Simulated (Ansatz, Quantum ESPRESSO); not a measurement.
**LiF (Griceite): Raman and infrared activity**

Which lines does LiF (Griceite) show in Raman and infrared spectra?

Main program and level: Quantum ESPRESSO 8.0 development, patched; DFT LDA, scalar-relativistic, plane waves, PseudoDojo norm-conserving pseudopotentials.

Most raw output is cut from this account.

### 1. The starting structure

Symmetry: Fm-3m, No. 225, cubic system. The conventional cell has a = 4.028 Å, b = 4.028 Å, c = 4.028 Å, α = 90.00°, β = 90.00°, γ = 90.00°. Nearest to Li lie 6 F at 2.01 Å. F has 6 Li at 2.01 Å nearest. Farther neighbours and most contacts between anions are not listed.

Coordinates:

```
CELL_PARAMETERS angstrom
-2.01400 0.00000 2.01400
0.00000 2.01400 2.01400
-2.01400 2.01400 0.00000
ATOMIC_POSITIONS crystal
Li 0.00000 0.00000 0.00000
F 0.50000 0.50000 0.50000
```

### 2. A probe with smearing

Before anything dear is run, a loose run with smearing shows whether this is a metal and how far the cell is from rest.

The input, probe.in:

```
 &control
    calculation='scf',
    prefix='x',
    outdir='./tmp',
    pseudo_dir='./pseudo',
    tprnfor=.true.,
    tstress=.true.,
    verbosity='high',
 /
 &system
    ibrav=2,
    celldm(1)=7.61181683,
    nat=2,
    ntyp=2,
    ecutwfc=84.0,
    occupations='smearing',
    smearing='gaussian',
    degauss=0.01,
 /
 &electrons
    conv_thr=1.0d-07,
    mixing_beta=0.7,
    electron_maxstep=100,
 /
ATOMIC_SPECIES
 Li      6.9400  Li.upf
 F      18.9984  F.upf
ATOMIC_POSITIONS crystal
 Li     0.000000000   0.000000000   0.000000000
 F      0.500000000   0.500000000   0.500000000
K_POINTS automatic
 8 8 8 0 0 0
```

The run is started by

```
$ OMP_NUM_THREADS=1 mpirun -n 2 pw.x -nk 2 -in probe.in > probe.out
```

It took 2.5 s on 2 MPI ranks of Intel Xeon Platinum 8375C at 2.90GHz (Ice Lake), shared host; 4.6 s of CPU time.

Read from the output:

| Item | Value |
| --- | --- |
| volume per atom | 8.169 Å³ |
| pressure | -6.701 GPa |
| gap on the k-mesh | 8.864 eV |

A gap of 8.9 eV opens on this mesh, so the crystal is taken as an insulator; the start stands at -6.7 GPa.

### 3. Relaxation

The relaxation runs at a cutoff a fifth above that of the response, since stress converges more slowly with the basis than frequencies do. Forces and stress are brought to rest with tight thresholds.

The input, relax.in:

```
 &control
    calculation='vc-relax',
    prefix='x',
    outdir='./tmp',
    pseudo_dir='./pseudo',
    tprnfor=.true.,
    tstress=.true.,
    forc_conv_thr=2.0d-05,
    etot_conv_thr=1.0d-07,
    nstep=40,
 /
 &system
    ibrav=2,
    celldm(1)=7.61181683,
    nat=2,
    ntyp=2,
    ecutwfc=101,
    occupations='fixed',
    nbnd=7,
 /
 &electrons
    conv_thr=1.0d-11,
    mixing_beta=0.7,
    electron_maxstep=100,
 /
 &ions
 /
 &cell
    press_conv_thr=0.2,
 /
ATOMIC_SPECIES
 Li      6.9400  Li.upf
 F      18.9984  F.upf
ATOMIC_POSITIONS crystal
 Li     0.000000000   0.000000000   0.000000000
 F      0.500000000   0.500000000   0.500000000
K_POINTS automatic
 8 8 8 0 0 0
```

The run is started by

```
$ OMP_NUM_THREADS=1 mpirun -n 2 pw.x -nk 2 -in relax.in > relax.out
```

Elapsed: 14 s, on 2 MPI ranks.

Step by step:

```tsv
step	energy less that of the first step (eV)	largest force (eV/Å)	pressure (GPa)	volume (Å³)
1	0.0000	0.0000	-6.66	16.34
2	-0.0193	0.0000	-4.53	15.79
3	-0.0325	0.0000	-0.60	14.99
4	-0.0327	0.0000	0.06	14.88
5	-0.0327	0.0000	0.00	14.89
6	-0.0327	0.0000	0.00	14.89
7	-0.0327	0.0000	-0.01	14.89
```

```tsv
conventional cell, symmetrised	before	after	change
a (Å)	4.028	3.905	-3.1 %
b (Å)	4.028	3.905	-3.1 %
c (Å)	4.028	3.905	-3.1 %
volume (Å³/atom)	8.17	7.44	-8.9 %
```

Final coordinates:

```xyz
2
Lattice="-1.9525 0.0000 1.9525 0.0000 1.9525 1.9525 -1.9525 1.9525 0.0000" Properties=species:S:1:pos:R:3 pbc="T T T"
Li    0.0000    0.0000    0.0000
F    -1.9525    1.9525    1.9525
```

The last row of the table of steps is pw.x's closing run on a basis chosen anew for the final cell, so its energy can jump.

Read from the output:

```
volume per atom   : 7.443 Å³
pressure          : -0.01100 GPa
gap on the k-mesh : 9.755 eV
```

The volume changes by -8.9 % from the cell with which this run began.

### 4. Self-consistent run for the response

Perturbation theory inherits every error of the wavefunctions, so the threshold is set near the limit of the arithmetic. With a gap, occupations are fixed, which also allows the response to an electric field.

The input, scf.in:

```
 &control
    calculation='scf',
    prefix='x',
    outdir='./tmp',
    pseudo_dir='./pseudo',
    tprnfor=.true.,
    tstress=.true.,
 /
 &system
    ibrav=2,
    celldm(1)=7.37930639,
    nat=2,
    ntyp=2,
    ecutwfc=84.0,
    occupations='fixed',
    nbnd=7,
 /
 &electrons
    conv_thr=1.0d-12,
    mixing_beta=0.7,
    electron_maxstep=100,
 /
ATOMIC_SPECIES
 Li      6.9400  Li.upf
 F      18.9984  F.upf
ATOMIC_POSITIONS crystal
 Li     0.000000000   0.000000000   0.000000000
 F      0.500000000   0.500000000   0.500000000
K_POINTS automatic
 8 8 8 0 0 0
```

The run is started by

```
$ OMP_NUM_THREADS=1 mpirun -n 2 pw.x -nk 2 -in scf.in > scf.out
```

Run time: 2.5 s. Hardware: 2 MPI ranks; 4.7 s of CPU time.

Read from the output:

- pressure: -0.016 GPa

The cell stands at -0.016 GPa, close enough for phonons.

### 5. Linear response at Γ

At q = 0 one unit cell holds all displacements; symmetry groups them into irreducible representations that are solved one by one. The response to a field gives ε∞ and the Born charges, which polar modes need. Third-order response adds the Raman tensors.

The input, ph.in:

```
phonons
 &inputph
    prefix='x',
    outdir='./tmp',
    fildyn='g.dyn',
    tr2_ph=1.0d-18,
    epsil=.true.,
    lraman=.true.,
    elop=.true.,
 /
0.000000000000 0.000000000000 0.000000000000
```

The run is started by

```
$ OMP_NUM_THREADS=1 mpirun -n 2 ph.x -nk 2 -in ph.in > ph.out
```

Run time: 62 s. Hardware: 2 MPI ranks; 2.1 min of CPU time.

Read from the output:

| Property | Result |
| --- | --- |
| miss of the charge sum rule | 4.00e-5 e |
| largest acoustic frequency at the zone centre before the sum rule | 3.44 cm⁻¹ |
| highest optical zone-centre mode (no LO-TO term) | 342.9 cm⁻¹ |
| lowest optical zone-centre mode | 342.9 cm⁻¹ |
| mean high-frequency dielectric constant | 2.114 |
| largest Born charge in size (third of the trace) | 1.042 e |

Born charge (rows field, columns displacement), before the sum rule (e), principal values of the symmetric part by kind of site:

```tsv
atom	atoms with these values	low	middle	high	mean
Li1	1	1.04	1.04	1.04	1.04
F2	1	-1.04	-1.04	-1.04	-1.04
```

In full for Li1:

```
1.04 0.00 0.00
0.00 1.04 0.00
0.00 0.00 1.04
```

High-frequency dielectric tensor:

```
2.11 0.00 0.00
0.00 2.11 0.00
0.00 0.00 2.11
```

The acoustic modes at Γ come out as far as 3.4 cm⁻¹ from zero, where they should vanish, a small numerical error; the Born charges miss their sum rule by 4.0e-5 e, which is good.

### 6. Zone-centre analysis

A rigid shift of the crystal must cost nothing, but grids and finite bases break this; the acoustic sum rule is imposed before the matrix is diagonalised again. With Born charges the intensities follow, and the static dielectric tensor.

The input, dynmat.in:

```
 &input
    fildyn='g.dyn',
    asr='simple',
    fileig='dynmat.eig',
    lperm=.true.,
 /
```

The run is started by

```
$ dynmat.x -in dynmat.in > dynmat.out
```

The job ended after 0.61 s (1 thread).

This step gave:

| Quantity | Value |
| --- | --- |
| mean static dielectric constant | 8.118 |

Unit eigenvectors of the mass-weighted matrix after the sum rule; no LO-TO term. The modes at Γ (shares of kinetic energy by element, %):

```tsv
mode	frequency (cm⁻¹)	symmetry	Li %	F %
1	0.0	acoustic	27	73
2	0.0	acoustic	27	73
3	0.0	acoustic	27	73
4	342.8	T1u	73	27
5	342.8	T1u	73	27
6	342.8	T1u	73	27
```

Displacements in mode 5 (342.8 cm⁻¹), the largest set to 1:
```
Li1  0.00  0.00  1.00
F2   0.00  0.00 -0.37
```

Degenerate modes summed, no LO-TO term. Infrared lines, with heights relative to the strongest:

```tsv
position (cm⁻¹)	lines merged	label	IR intensity, relative
343	3	T1u	100
```

Static dielectric tensor (ions relaxed, fixed cell):

```
8.12 0.00 0.00
0.00 8.12 0.00
0.00 0.00 8.12
```

The rule moves no optical mode by more than 0.1 cm⁻¹.

### 7. Sum rules set otherwise: a sum rule for molecules or wires on a crystal

This rule also removes rotations, which suits molecules and not a crystal; it is tried to see the harm.

The input, dynmat.in:

```
 &input
    fildyn='g.dyn',
    asr='zero-dim',
    fileig='dynmat.eig',
    lperm=.true.,
 /
```

The run is started by

```
$ dynmat.x -in dynmat.in > dynmat.out
```

Elapsed: 0.58 s, on 1 thread.

The run ended normally, but on settings that are not sound.

The fault: a sum rule for molecules or wires on a crystal; 2 optical modes are projected out to zero frequency, as if they were rotations, and the static dielectric tensor is spoilt.

For a crystal the rule has to be 'simple' or 'crystal'.

Zone-centre frequencies as printed; negative means imaginary. Modes:

```tsv
mode	frequency (cm⁻¹)
1	0
2	0
3	0
4	0
5	0
6	342.9
```

### 8. Sum rules set otherwise (asr no)

Without the rule the raw error of the acoustic modes shows.

The input, dynmat.in:

```
 &input
    fildyn='g.dyn',
    asr='no',
    fileig='dynmat.eig',
    lperm=.true.,
 /
```

The run is started by

```
$ dynmat.x -in dynmat.in > dynmat.out
```

Run time: 0.58 s. Hardware: 1 thread.

Zone-centre frequencies as printed; negative means imaginary. Modes:

```tsv
mode	frequency (cm⁻¹)
1	3.44
2	3.44
3	3.44
4	342.9
5	342.9
6	342.9
```

Against the first rule no mode moves by more than 3.5 cm⁻¹.

### 9. Modes along a direction of q (1 0 0)

A longitudinal polar mode sets up a macroscopic field that stiffens it; the term hangs on the direction from which q goes to zero.

The input, dynmat.in:

```
 &input
    fildyn='g.dyn',
    asr='simple',
    fileig='dynmat.eig',
    q(1)=1.0,
    q(2)=0.0,
    q(3)=0.0,
 /
```

The run is started by

```
$ dynmat.x -in dynmat.in > dynmat.out
```

Elapsed: 0.59 s, on 1 thread.

Numbers from this step:

| Quantity | Value |
| --- | --- |
| highest mode moved by the LO-TO term | 671.9 cm⁻¹ |

Zone-centre frequencies as printed; negative means imaginary. Modes:

```tsv
mode	frequency (cm⁻¹)
1	0
2	0
3	0
4	342.9
5	342.9
6	671.9
```

The field moves one mode, from 343 to 672 cm⁻¹; the others stay.

### 10. A second program

A second program on the same cell, potentials, cutoff and meshes tests the implementation of the phonon response, not its convergence. Its field response is summed in its own way. Its k mesh is centred on Γ.

This step: DFT LDA, scalar-relativistic, plane waves, PseudoDojo norm-conserving pseudopotentials (Ansatz 0.2.0).

The input, input.yaml:

```yaml
crystal:
  lattice:
    - [-1.9524803882, 0.0, 1.9524803882]
    - [0.0, 1.9524803882, 1.9524803882]
    - [-1.9524803882, 1.9524803882, 0.0]
  atoms:
    - { symbol: Li, position: [0.0, 0.0, 0.0] }
    - { symbol: F, position: [0.5, 0.5, 0.5] }
kpoints:
  mp_grid: { grid: [8, 8, 8] }
hamiltonian:
  xc: lda
  pseudopotentials: { kind: nc, accuracy: standard }
scf:
  occupations: { method: fixed }
output:
  eigenvalues: true
basis:
  ecutwfc: 1142.878
phonons:
  method: dfpt
  dielectric: true
  rigid_motions: translations
  raman: true
```

The run is started by

```
$ ansatz run input.yaml --threads 2 --pin off --max-ram 4096MiB --backend cpu --events-out ev --progress --plain --runs-dir out
```

Run time: 29 s. Hardware: 2 threads; peak memory 0.52 GiB.

Numbers from this step:

- sum-rule residual before enforcement: 0.001098 eV/Å²
- miss of the charge sum rule: 3.93e-5 e
- highest optical zone-centre mode (no LO-TO term): 342.8 cm⁻¹
- lowest optical zone-centre mode: 342.8 cm⁻¹
- mean static dielectric constant: 8.120

Transverse modes. Lines of the infrared spectrum (strongest = 100):

```tsv
position (cm⁻¹)	label	IR intensity ((D/Å)²/amu), degenerate modes summed, relative
343	T1u	100
```

### 11. Side by side: QE PseudoDojo and Ansatz, PseudoDojo

Numbers from this step:

```
root-mean-square difference : 0.06 cm⁻¹
largest difference          : 0.06 cm⁻¹
```

Frequencies side by side, by row:

```tsv
q (reciprocal lattice)	mode	QE PseudoDojo (cm⁻¹)	Ansatz, PseudoDojo (cm⁻¹)
0 0 0	1	0	0
0 0 0	2	0	0
0 0 0	3	0	0
0 0 0	4	342.9	342.8
0 0 0	5	342.9	342.8
0 0 0	6	342.9	342.8
```

The two runs side by side. Further quantities:

```tsv
quantity	QE PseudoDojo	Ansatz, PseudoDojo
mean ε∞	2.114	2.114
largest Born charge in size (e; the first before, the second after the charge sum rule)	1.042	1.042
summed IR intensity ((D/Å)²/amu)	14.78	14.78
```

At the zone centre the largest difference (acoustic modes at Γ apart) is 0.02 % of the highest mode.

### 12. Results

```json
{"space group after relaxation": "Fm-3m", "volume per atom": "7.44 Å³", "gap on the k-mesh": "9.75 eV", "highest optical zone-centre mode (no LO-TO term)": "342.9 cm⁻¹", "highest mode moved by the LO-TO term": "671.9 cm⁻¹", "mean high-frequency dielectric constant": "2.11", "largest Born charge in size (third of the trace)": "1.04 e", "mean static dielectric constant": "8.12", "imaginary optical modes at the zone centre (no q mesh in this session)": "none", "largest difference from Ansatz, PseudoDojo": "0.06 cm⁻¹"}
```

**Reading.** No mode is Raman active in this structure; the strongest infrared line lies at 343 cm⁻¹. At the LDA level the optical modes of LiF (Griceite) at the zone centre (no LO-TO term) lie at 343 cm⁻¹. Along the directions run, the highest mode that the macroscopic field moves lies at 672 cm⁻¹. Lattice motion raises the mean dielectric constant from 2.114 to 8.118. The Born charge of Li is 1.042 e against a formal charge of +1, close to the ionic value. The Lyddane-Sachs-Teller relation holds: (ωLO/ωTO)² is 3.84 and ε₀/ε∞ is 3.84. QE PseudoDojo and Ansatz, PseudoDojo agree to 0.06 cm⁻¹ (0.02 % of the highest mode compared) on all solved modes but the acoustic ones at Γ, without the LO-TO term. These are harmonic frequencies at zero temperature: anharmonic shifts and linewidths and thermal expansion are left out. The build is a development version in which the Raman tensors of release 7.5 are mended; dynmat.x leaves out the electro-optic term of LO lines.

[Host names and launcher messages were left out of these logs when they were recorded.]

[Logs are printed without paths, hosts, clocks, repeated set-up lines and the standing remarks that a program may print on its own settings, such as how far it seeks lower states.]

[Hosts, paths, dates, database ids (printed as entryN), source tags and the programs' standing remarks are cut or masked in the printed files.]
